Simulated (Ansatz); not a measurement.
## ZnInGaO4 (R3m): least direct gap against volume

The cell of ZnInGaO4 (R3m) is scaled evenly and the response computed anew at each volume, on one mesh. The atoms keep their fractional positions.

The structure is trigonal, space group R3m (No. 160). The conventional cell has a = 3.361 Å, b = 3.361 Å, c = 26.140 Å, α = 90.00°, β = 90.00°, γ = 120.00°. In on site a is surrounded by 6 O at 2.22 to 2.23 Å. Ga on site a has 5 O at 1.94 to 2.00 Å as nearest neighbours. Around Zn on site a lie 4 O at 2.01 to 2.02 Å. O on site a is surrounded by 1 Ga at 2.00 Å and 3 Zn at 2.02 Å. Around O on site a lie 3 Ga at 1.94 Å. Around O on site a lie 1 Ga at 1.98 Å and 3 In at 2.23 Å. Around O on site a lie 1 Zn at 2.01 Å and 3 In at 2.22 Å.

Method: Ansatz 0.2.0, PBE, independent particles, k-mesh 8×8×8 with interpolation inside its cells, Gaussian parameter 0.1 eV.

Launch of the response step: `ansatz run input.yaml --threads 4 --pin off --max-ram 8192MiB --backend cpu --events-out ev --progress --plain --runs-dir out`. The series took 13.0 min in all, on 4 threads of Intel(R) Xeon(R) Processor @ 2.50GHz (Skylake/Cascade Lake), on a shared host.

```
V/V₀  V (Å³, primitive cell)  least direct gap (eV)
0.94                   80.11                  1.329
0.96                   81.82                  1.239
0.98                   83.52                  1.151
1.00                   85.22                  1.066
1.02                   86.93                  0.983
1.04                   88.63                      ?
1.06                   90.34                  0.825
```

For small changes the quantity should be close to linear in ln V.

Working, on the rows shown:

| x = ln(V/V₀) | y = least direct gap |
| --- | --- |
| -0.0618754 | 1.329 |
| -0.040822 | 1.239 |
| -0.0202027 | 1.151 |
| 0 | 1.066 |
| 0.0198026 | 0.983 |
| 0.0582689 | 0.825 |

Means: x̄ = -0.0074714, ȳ = 1.0988. Σ(x − x̄)(y − ȳ) = -0.03927, Σ(x − x̄)² = 0.009356. Slope = -0.03927 / 0.009356 = -4.197; intercept = ȳ − slope · x̄ = 1.0675. The line misses the rows shown by at most 0.0021 eV.

Question: Predict the last column of the withheld row from the fit.

Answer: At x = 0.039221 the line gives y = 0.90286 eV. The run gave 0.903 eV, so the interpolation holds to the digits printed.

Between the rows on either side of x = 0 the slope is (0.983 − 1.151) / (0.019803 − (-0.020203)) = -4.199. That is a volume deformation potential of -4.2 eV: the least direct gap on this mesh widens by 42 meV for each per cent of compression. PBE gaps are as a rule too small. Spin-orbit coupling is left out.

[Logs are printed without paths, hosts, clocks, repeated set-up lines and the standing remarks that a program may print on its own settings, such as how far it seeks lower states.]
